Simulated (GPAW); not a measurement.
# AlN (F-43m): refractive index against wavelength

The refractive index of AlN (F-43m) below the direct gap (4.15 eV on the mesh) is read from one computed spectrum, n = √(Re ε).

It takes space group F-43m (No. 216, cubic). Conventional cell: a = 4.368 Å, b = 4.368 Å, c = 4.368 Å, α = 90.00°, β = 90.00°, γ = 90.00°. Al on site a has 4 N at 1.89 Å as nearest neighbours. N on site d has 4 Al at 1.89 Å as nearest neighbours.

Method: GPAW 26.7.0, PBE, RPA, k-mesh 16×16×16, local fields up to 70 eV, Lorentzian half width 0.12 eV.

Launch of the response step: `OMP_NUM_THREADS=1 python df.py`. The run took 43 s, its band step included, on 1 thread of Arm Neoverse V1, with other jobs on the host.

```
wavelength (nm)  photon energy E (eV)       n
           1310                 0.946  2.0995
           1064                 1.165  2.1053
            850                 1.459  2.1153
            700                 1.771  2.1288
            633                 1.959  2.1385
            532                 2.331  2.1618
            450                 2.755       ?
```

In the single-oscillator model n² − 1 = E₀E_d/(E₀² − E²), so 1/(n² − 1) = E₀/E_d − E²/(E₀E_d) is linear in E².

Working, on the rows shown:

| x = E² (eV²) | y = 1/(n² − 1) |
| --- | --- |
| 0.895757 | 0.293436 |
| 1.35784 | 0.291351 |
| 2.12762 | 0.287812 |
| 3.13716 | 0.283143 |
| 3.83641 | 0.279863 |
| 5.43137 | 0.272229 |

Means: x̄ = 2.7977, ȳ = 0.28464. Σ(x − x̄)(y − ȳ) = -0.06667, Σ(x − x̄)² = 14.27. Slope = -0.06667 / 14.27 = -0.004672; intercept = ȳ − slope · x̄ = 0.29771. Turned back into n, the line misses the rows shown by at most 0.00033.

Task: Fill in the last column of the withheld row.

Result: At x = 7.5912 the line gives y = 0.26224, that is 2.1939. The run gave 2.1964, so the extrapolation is off by 0.0025, 3 % of the range in the table.

Refitted with all rows, the slope is -0.004763 and the intercept 0.29792. These give E₀ = √(intercept/−slope) = 7.91 eV and E_d = E₀/intercept = 26.5 eV; E₀ is 1.9 times the direct gap. The electronic limit at long wavelengths, without lattice vibrations, is n = √(1 + 1/intercept) = 2.087. Excitons are left out; PBE gaps are as a rule too small. The values come from a sum over the points of one k-mesh and carry its error, which grows as the direct gap shrinks. The local-field cutoff holds few shells of reciprocal vectors for this small cell, so ε∞ can read a few per cent high.

[Logs are printed without paths, hosts, clocks, repeated set-up lines and the standing remarks that a program may print on its own settings, such as how far it seeks lower states.]
